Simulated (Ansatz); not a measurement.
# Moving the knobs of a GW run on K3SI (antiperovskite) (Pm-3m)

A base run on K3SI (antiperovskite) (Pm-3m), then changed inputs.

Method: G0W0 on PBE, plane waves, PAW, in Ansatz 0.2.0.

The structure was built from a prototype and need not be the compound's stable phase.

### Step 1. The starting structure

It takes space group Pm-3m (No. 221, cubic). Conventional cell: a = 6.034 Å, b = 6.034 Å, c = 6.034 Å, α = 90.00°, β = 90.00°, γ = 90.00°. Nearest to I lie 12 K at 4.27 Å. S has 6 K at 3.02 Å nearest. K has 2 S at 3.02 Å and 8 K at 4.27 Å and 4 I at 4.27 Å nearest. It derives from I1K3S1. Farther neighbours and most contacts between anions are not listed.

The structure was relaxed with PBE. The structure type comes from a generator and need not be one that this composition takes. The runs that relaxed it are not among those shown. Spin-orbit coupling is left out unless a step names it. The default PAW set here is soft_2. Its files were made with PBE.

### Step 2. The base run: 2×2×2 mesh, 655 empty bands, screening to 120 eV

G0W0 replaces the xc potential by the self-energy, built once from these orbitals. Only a window of levels is corrected, while the sums run over the empty bands that the input names.

The input, input.yaml:

```yaml
crystal:
  lattice:
    - [6.0335581096, 0.0, 0.0]
    - [0.0, 6.0335581096, 0.0]
    - [0.0, 0.0, 6.0335581096]
  atoms:
    - { symbol: I, position: [0.0, 0.0, 0.0] }
    - { symbol: S, position: [0.5, 0.5, 0.5] }
    - { symbol: K, position: [0.5, 0.5, 0.0] }
    - { symbol: K, position: [0.5, 0.0, 0.5] }
    - { symbol: K, position: [0.0, 0.5, 0.5] }
kpoints:
  mp_grid: { grid: [2, 2, 2] }
hamiltonian:
  xc: pbe
scf:
  occupations: { method: fixed }
gw:
  n_empty_bands: 655
  ecut_chi: 120.0
  qp_bands: [v2, c2]
  qp_kpoints: band_edges
  screening: { model: contour_deformation }
```

Launch:

```console
ansatz run input.yaml --threads 4 --pin off --max-ram 17510MiB --backend cpu --events-out ev --progress --plain --runs-dir out
```

Numbers of over 12 decimals in the logs are rounded to 6 here.

The program printed:

```text
Engine: ansatz 0.2.0, aarch64-unknown-linux-gnu
Pseudopotentials: kind: paw
Pseudopotential: I, paw, valence charge 17, recommended cutoff 420 eV (normal), I.paw.azcp
Pseudopotential: S, paw, valence charge 6, recommended cutoff 420 eV (normal), S.paw.azcp
Pseudopotential: K, paw, valence charge 9, recommended cutoff 420 eV (normal), K.paw.azcp
Functional definition: PBE
  parameter kappa = 0.804
  parameter beta = 0.066725
  exchange = pbe_x(kappa = kappa, mu = beta*pi^2/3)
  correlation = pbe_c(beta = beta)
Crystal: 5 atoms, lattice volume = 219.645 Å³
Basis set: ecut = 420 eV, 4337 PW (Γ)
Bands: 30, of which v1, the nominal top of the filled ones, is band 25 counted from 1 (24 counted from 0)
Symmetry: 48 space group operations
Space group: Pm-3m (ITA 221), of the structure as read, at distance tolerance 6.0e-5 Å
k-points: 4 of 8
Non-local potential: I, projectors of the file, l = 0: 2, l = 1: 2, l = 2: 2, l = 3: 2
Non-local potential: S, projectors of the file, l = 0: 2, l = 1: 2, l = 2: 2
Non-local potential: K, projectors of the file, l = 0: 3, l = 1: 2, l = 2: 2
PAW form: soft (Blöchl's): semilocal exchange-correlation on the pseudo side does not see the compensation charge
PAW one-centre angular grid: I, 590 points (default); XC on 64 Gauss nodes
PAW one-centre angular grid: S, 110 points (default); XC on 64 Gauss nodes
PAW one-centre angular grid: K, 110 points (default); XC on 64 Gauss nodes
Initial density: superposition of atomic densities (neutral atoms: chi_scale 0, normalization atom), corrected by the library's trained network
Initial wavefunctions: pseudopotential atomic-orbital guess
Functional: x = pbe(κ = 0.804, μ = 0.219515), c = pbe(β = 0.066725)
SCF iter   1: F=—  HF=-13034.165682 eV  |F-HF|=—  |Δ(HF+E_count)|=         —  Δρ=1.17e-3  dr2=6.38e-3  ethr=1.77e-3  ⟨swp⟩=5.8  Hψ=457  notcnv=0  defer=9
preconditioner: auto → Resta (q_TF=auto, 2.132 Å⁻¹)  ε∞=2.3  [insulator: Δε(μ)=1.719 eV  Ē_g=12.978 eV  n_scr=32 (ndim 8)  ℏωp=14.6 eV  f_vac=0.161  ε∞_Penn≈2.3]
SCF iter   2: F=—  HF=-13034.164436 eV  |F-HF|=—  |Δ(HF+E_count)|=   1.25e-3  Δρ=4.12e-4  dr2=6.25e-4  ethr=1.28e-5  ⟨swp⟩=3.5  Hψ=254  notcnv=0  defer=10
SCF iter   3: F=—  HF=-13034.164428 eV  |F-HF|=—  |Δ(HF+E_count)|=   7.70e-6  Δρ=1.19e-4  dr2=4.09e-5  ethr=1.25e-6  ⟨swp⟩=2.0  Hψ=156  notcnv=0  defer=10
SCF iter   4: F=—  HF=-13034.164457 eV  |F-HF|=—  |Δ(HF+E_count)|=   2.84e-5  Δρ=4.23e-5  dr2=3.81e-6  ethr=8.18e-8  ⟨swp⟩=2.8  Hψ=214  notcnv=0  defer=10
SCF iter   5: F=—  HF=-13034.164464 eV  |F-HF|=—  |Δ(HF+E_count)|=   7.21e-6  Δρ=1.13e-5  dr2=3.23e-7  ethr=7.62e-9  ⟨swp⟩=2.0  Hψ=148  notcnv=0  defer=11
SCF iter   6: F=-13034.164464 eV  HF=-13034.164464 eV  |F-HF|=1.44e-8  |Δ(HF+E_count)|=   5.70e-7  Δρ=1.65e-6  dr2=6.74e-9  ethr=2.00e-10  ⟨swp⟩=10.8  Hψ=602  notcnv=0
[...]
--- Per-component energies (eV) ---
  E_band       = -795.170132
  E_kinetic    = 1058.494356
  E_local      = -4477.345878  (includes V_loc(G=0)·N_el)
  E_nonlocal   = -24.038797
  E_hartree    = 1934.446735
  E_xc         = -631.553856
  E_vxc        = -711.752752  (∫ρ·V_xc dr)
  E_paw        = -7762.811622  (= ΣΔE_a)
  E_vpaw       = -509.420834  (= ΣTr[D̂ρ^β])
  E_aug_tail   = -0.000012  (compensation charges beyond the density's cutoff)
  E_ewald      = -3131.355390
  E_smearing   = -0.000000  (= −TS)
  E_closure    = 0.000000  (closes the sum)
  Σ components = -13034.164464   (vs F -13034.164464, Δ=0.00e0)
--- Band table (eV) ---
  k-point 0: bands = [... 21 lower, 0.5919, 2.4241, 2.4241, 2.4241, 4.1272, 5.8899, 5.8899, 6.9951, ... 1 higher]
  k-point 1: bands = [... 21 lower, 0.5933, 1.7146, 2.3230, 2.3230, 5.4647, 6.2292, 6.5628, 7.5316, ... 1 higher]
  k-point 2: bands = [... 21 lower, 0.5885, 1.8081, 1.8081, 2.2759, 6.0364, 6.1848, 7.2579, 7.2579, ... 1 higher]
  k-point 3: bands = [... 21 lower, 0.4494, 1.6324, 1.6324, 1.6324, 6.6581, 6.6581, 6.6581, 7.1435, ... 1 higher]
--- G₀W₀: contour deformation, 7 samples at zero and on the imaginary axis and 1 off it, 8 q-points, 655 empty bands' worth ---
  eigenvalues of the whole cell's RPA ε∞ on this k-mesh (on a slab, of 1 + 4πα/V) = 3.1222, 3.1222, 3.1222; static W/v taken at q = 0 is 0.320284
  bands read: the sum over 680 bands ends inside a degenerate multiplet in 2 slots, whose members it reads at an even weight; the widest, k=0: bands 680 to 682 (counted from 1) at 1/3 each
  gw.qp_kpoints: band_edges: 4 of 4 stored k-points solved, in 1 pass; an edge of the gap read off the rows below is read off those points alone
  `?` marks the rows in doubt; gw_qp.tsv's column doubts and the gw_qp event give each row's grounds
    ik  band        ε_KS         Σx   Σc(E_QP)       V_xc       Z   E_QP_lin       E_QP  E_QP is
     0    24      2.4241   -17.4635     2.2734   -14.0385  0.7187     1.1703     1.2725  root ?
     0    25      2.4241   -17.4635     2.2734   -14.0385  0.7187     1.1703     1.2725  root ?
     0    26      4.1272    -3.2877    -2.9780    -6.5838  0.7974     4.4491     4.4452  root
     0    27      5.8899    -2.4974    -3.0460    -5.9896  0.7942     6.3447     6.3360  root
     1    24      2.3230   -17.1699     2.2867   -13.7283  0.7179     1.0636     1.1682  root ?
     1    25      2.3230   -17.1699     2.2867   -13.7283  0.7179     1.0636     1.1682  root ?
     1    26      5.4647    -3.8870    -3.0403    -7.3304  0.7833     5.8746     5.8678  root
     1    27      6.2292    -4.8250    -3.2838    -8.5725  0.7785     6.7028     6.6929  root
     2    24      1.8081   -16.6148     2.3083   -13.1678  0.7111     0.5605     0.6694  root ?
     2    25      2.2759   -17.0750     2.2858   -13.6358  0.7175     1.0177     1.1225  root ?
     2    26      6.0364    -3.2582    -3.0446    -6.6476  0.7884     6.3862     6.3812  root
     2    27      6.1848    -3.1959    -3.1570    -6.7745  0.7894     6.6140     6.6063  root
     3    24      1.6324   -16.0188     2.3560   -12.5185  0.7076     0.3751     0.4881  root ?
     3    25      1.6324   -16.0188     2.3560   -12.5185  0.7076     0.3751     0.4881  root ?
     3    26      6.6581    -3.9092    -3.2558    -7.7658  0.7793     7.2762     7.2589  root
     3    27      6.6581    -3.9092    -3.2558    -7.7658  0.7793     7.2762     7.2589  root
[key lines of the parts left out:]
SCF converged after 6 iterations
Free energy (F): -13034.164464 eV
Fermi energy:    2.424135 eV
```

It took 59 s on 4 threads of Arm Neoverse V2, shared host; peak memory 3.4 GiB; 3.8 min of CPU time.

Numbers from this step:

* bands summed: 680
* RPA ε∞ on this mesh (eigenvalues): 3.122, 3.122, 3.122
* plane waves in the screening matrix: 691
* q-points in the mesh: 8
* G0W0 gap on the mesh: 3.173 eV
* k of the valence top: 0, 0, 0
* k of the conduction bottom: 0, 0, 0
* starting gap on the mesh: 1.703 eV
* Z at the valence top: 0.7187
* Z at the conduction bottom: 0.7974
* least direct G0W0 gap on the computed points: 3.173 eV

The gap on the mesh goes from 1.70 eV to 3.17 eV, a correction of +1.47 eV. The program marks an edge row as in doubt. Between the two edge states, bare exchange in place of the xc potential would open the gap by 6.72 eV, and correlation takes back 5.25 eV.

### Step 3. Variant: low screening cutoff

input.yaml, as its differences from that of step 2:

```diff
@@ -19,3 +19,3 @@
   n_empty_bands: 655
-  ecut_chi: 120.0
+  ecut_chi: 55
   qp_bands: [v2, c2]
```

The program printed:

```text
[...]
Crystal: 5 atoms, lattice volume = 219.645 Å³
Basis set: ecut = 420 eV, 4337 PW (Γ)
Bands: 30, of which v1, the nominal top of the filled ones, is band 25 counted from 1 (24 counted from 0)
Symmetry: 48 space group operations
[...]
k-points: 4 of 8
[...]
SCF iter   1: F=—  HF=-13034.165682 eV  |F-HF|=—  |Δ(HF+E_count)|=         —  Δρ=1.17e-3  dr2=6.38e-3  ethr=1.77e-3  ⟨swp⟩=5.8  Hψ=457  notcnv=0  defer=9
[...]
SCF iter   6: F=-13034.164464 eV  HF=-13034.164464 eV  |F-HF|=1.44e-8  |Δ(HF+E_count)|=   5.70e-7  Δρ=1.65e-6  dr2=6.74e-9  ethr=2.00e-10  ⟨swp⟩=10.8  Hψ=602  notcnv=0
SCF 1 converged in 6 iterations: F = -13034.164464 eV  dr2 = 6.74e-9
[...]
NSCF: frozen V_eff on 4 k-points
G₀W₀ screening: q 1/4
[... further progress lines ...]
SCF converged after 6 iterations
Free energy (F): -13034.164464 eV
[...]
Internal energy: -13034.164464 eV  (E = F + TS)
E sigma→0 (E₀):  -13034.164464 eV
Fermi energy:    2.424135 eV
[...]
--- Band table (eV) ---
  k-point 0: bands = [... 21 lower, 0.5919, 2.4241, 2.4241, 2.4241, 4.1272, 5.8899, 5.8899, 6.9951, ... 1 higher]
  k-point 1: bands = [... 21 lower, 0.5933, 1.7146, 2.3230, 2.3230, 5.4647, 6.2292, 6.5628, 7.5316, ... 1 higher]
  k-point 2: bands = [... 21 lower, 0.5885, 1.8081, 1.8081, 2.2759, 6.0364, 6.1848, 7.2579, 7.2579, ... 1 higher]
  k-point 3: bands = [... 21 lower, 0.4494, 1.6324, 1.6324, 1.6324, 6.6581, 6.6581, 6.6581, 7.1435, ... 1 higher]
[...]
0    24      2.4241   -17.4635     2.4361   -14.0385  0.7240     1.3705     1.4353  root
     0    25      2.4241   -17.4635     2.4361   -14.0385  0.7240     1.3705     1.4353  root
     0    26      4.1272    -3.2877    -2.9897    -6.5838  0.7977     4.4371     4.4335  root
     0    27      5.8899    -2.4974    -3.0668    -5.9896  0.7943     6.3231     6.3153  root
     1    24      2.3230   -17.1699     2.4407   -13.7283  0.7231     1.2542     1.3222  root
     1    25      2.3230   -17.1699     2.4407   -13.7283  0.7231     1.2542     1.3222  root
     1    26      5.4647    -3.8870    -3.0173    -7.3304  0.7841     5.8982     5.8908  root
     1    27      6.2292    -4.8250    -3.2507    -8.5725  0.7797     6.7376     6.7260  root
[...]
3    24      1.6324   -16.0188     2.4766   -12.5185  0.7121     0.5257     0.6087  root
     3    25      1.6324   -16.0188     2.4766   -12.5185  0.7121     0.5257     0.6087  root
     3    26      6.6581    -3.9092    -3.2458    -7.7658  0.7801     7.2869     7.2689  root
     3    27      6.6581    -3.9092    -3.2458    -7.7658  0.7801     7.2869     7.2689  root
```

Wall time 31 s (4 threads); peak memory 3.4 GiB; 2 min of CPU time.

Against the base:

| setting | base | variant |
| --- | --- | --- |
| screening cutoff (eV) | 120.0 | 55 |

| quantity | variant | base |
| --- | --- | --- |
| starting gap on the mesh | 1.703 | 1.703 |
| G0W0 gap on the mesh | 2.998 | 3.173 |
| least direct G0W0 gap on the computed points | 2.998 | 3.173 |
| Z at the valence top | 0.724 | 0.719 |
| Z at the conduction bottom | 0.798 | 0.797 |

### Step 4. Variant: wavefunction cutoff

input.yaml, as its differences from that of step 3:

```diff
@@ -18,4 +18,4 @@
 gw:
-  n_empty_bands: 655
-  ecut_chi: 55
+  n_empty_bands: 498
+  ecut_chi: 100
   qp_bands: [v2, c2]
@@ -23 +23,3 @@
   screening: { model: contour_deformation }
+basis:
+  ecutwfc: 350
```

The program printed:

```text
Warning: basis.ecutwfc = 350 eV is below the records' recommended 420 eV, and the density's cutoff is lower with it unless basis.ecutrho_ratio is high enough to keep the records' density cutoff: compare with a run at a higher cutoff
[...]
Crystal: 5 atoms, lattice volume = 219.645 Å³
Basis set: ecut = 350 eV, 3239 PW (Γ)
Bands: 30, of which v1, the nominal top of the filled ones, is band 25 counted from 1 (24 counted from 0)
Symmetry: 48 space group operations
[...]
k-points: 4 of 8
[...]
SCF iter   1: F=—  HF=-13034.160676 eV  |F-HF|=—  |Δ(HF+E_count)|=         —  Δρ=1.20e-3  dr2=6.46e-3  ethr=1.77e-3  ⟨swp⟩=5.8  Hψ=461  notcnv=0  defer=9
[...]
SCF iter   6: F=-13034.158943 eV  HF=-13034.158943 eV  |F-HF|=1.55e-8  |Δ(HF+E_count)|=   5.79e-7  Δρ=1.70e-6  dr2=7.48e-9  ethr=2.00e-10  ⟨swp⟩=10.2  Hψ=586  notcnv=0
SCF 1 converged in 6 iterations: F = -13034.158943 eV  dr2 = 7.48e-9
[...]
G₀W₀ screening: q 1/4
[... further progress lines ...]
SCF converged after 6 iterations
Free energy (F): -13034.158943 eV
[...]
Internal energy: -13034.158943 eV  (E = F + TS)
E sigma→0 (E₀):  -13034.158943 eV
Fermi energy:    2.424466 eV
[...]
--- Band table (eV) ---
  k-point 0: bands = [... 21 lower, 0.5920, 2.4245, 2.4245, 2.4245, 4.1271, 5.8903, 5.8903, 6.9958, ... 1 higher]
  k-point 1: bands = [... 21 lower, 0.5933, 1.7150, 2.3234, 2.3234, 5.4647, 6.2294, 6.5629, 7.5327, ... 1 higher]
  k-point 2: bands = [... 21 lower, 0.5885, 1.8085, 1.8085, 2.2763, 6.0364, 6.1850, 7.2584, 7.2584, ... 1 higher]
  k-point 3: bands = [... 21 lower, 0.4494, 1.6328, 1.6328, 1.6328, 6.6585, 6.6585, 6.6585, 7.1440, ... 1 higher]
[...]
0    24      2.4245   -17.4635     2.3297   -14.0382  0.7194     1.2412     1.3288  root
     0    25      2.4245   -17.4635     2.3297   -14.0382  0.7194     1.2412     1.3288  root
     0    26      4.1271    -3.2874    -2.9616    -6.5833  0.7975     4.4658     4.4615  root
     0    27      5.8903    -2.4964    -3.0350    -5.9877  0.7943     6.3557     6.3466  root
     1    24      2.3234   -17.1700     2.3405   -13.7280  0.7186     1.1316     1.2219  root
     1    25      2.3234   -17.1700     2.3405   -13.7280  0.7186     1.1316     1.2219  root
     1    26      5.4647    -3.8868    -3.0148    -7.3300  0.7836     5.9007     5.8931  root
     1    27      6.2294    -4.8247    -3.2524    -8.5718  0.7788     6.7356     6.7241  root
     2    24      1.8085   -16.6151     2.3571   -13.1675  0.7118     0.6225     0.7181  root
     2    25      2.2763   -17.0752     2.3389   -13.6355  0.7182     1.0849     1.1756  root
     2    26      6.0364    -3.2575    -3.0239    -6.6468  0.7885     6.4076     6.4018  root
     2    27      6.1850    -3.1953    -3.1444    -6.7735  0.7895     6.6270     6.6188  root
     3    24      1.6328   -16.0190     2.3999   -12.5181  0.7082     0.4308     0.5319  root ?
     3    25      1.6328   -16.0190     2.3999   -12.5181  0.7082     0.4308     0.5319  root ?
     3    26      6.6585    -3.9082    -3.2337    -7.7640  0.7795     7.2993     7.2806  root
     3    27      6.6585    -3.9082    -3.2337    -7.7640  0.7795     7.2993     7.2806  root
```

Run time: 26 s. Hardware: 4 threads; peak memory 2.1 GiB; 1.7 min of CPU time.

The G0W0 gap on the mesh is 3.133 eV.

Against the base:

| setting | base | variant |
| --- | --- | --- |
| empty bands | 655 | 498 |
| screening cutoff (eV) | 120.0 | 100 |
| typed cutoff | - | 350 |

| quantity | variant | base |
| --- | --- | --- |
| starting gap on the mesh | 1.703 | 1.703 |
| G0W0 gap on the mesh | 3.133 | 3.173 |
| least direct G0W0 gap on the computed points | 3.133 | 3.173 |
| Z at the valence top | 0.719 | 0.719 |
| Z at the conduction bottom | 0.798 | 0.797 |

### Step 5. Results

* base: 3.17 eV, 59 s
* low screening cutoff: 3.00 eV, 31 s
* wavefunction cutoff: 3.13 eV, 26 s

Low screening cutoff: the gap moves by −0.17 eV; such settings are too crude to quote. Wavefunction cutoff: the gap moves by −0.04 eV and the time by a factor of 0.44 (the plane-wave cutoff goes from 420 to 350 eV). The variant differs from the base in empty bands, screening cutoff and typed cutoff together, so the change can't be laid to one of them. All runs here use a coarse mesh and modest cutoffs; they test settings and are not final values. The 2×2×2 mesh is coarse for this cell (its supercell is 12 Å along the shortest edge). The RPA ε∞ on it, from the PBE start, is 3.12; such meshes misread the long-range screening, most where the gap is narrow. The many-body steps are scalar-relativistic: spin-orbit coupling is not in them. The program marks a band-edge row as in doubt, so the gap is less sure than its digits.

[Paths, hosts, dates, memory and timing lines, banners, echoed tables and standing remarks are left out of the program output.]

[Logs are printed without paths, hosts, clocks, repeated set-up lines and the standing remarks that a program may print on its own settings, such as how far it seeks lower states.]

[Runs of the session that timed out or met a known fault of the program may be left out.]

[Cells called generated may have been cut or substituted from an entry of the Crystallography Open Database or the Materials Project.]

[Hosts, paths, dates, database ids (printed as entryN), source tags and the programs' standing remarks are cut or masked in the printed files.]
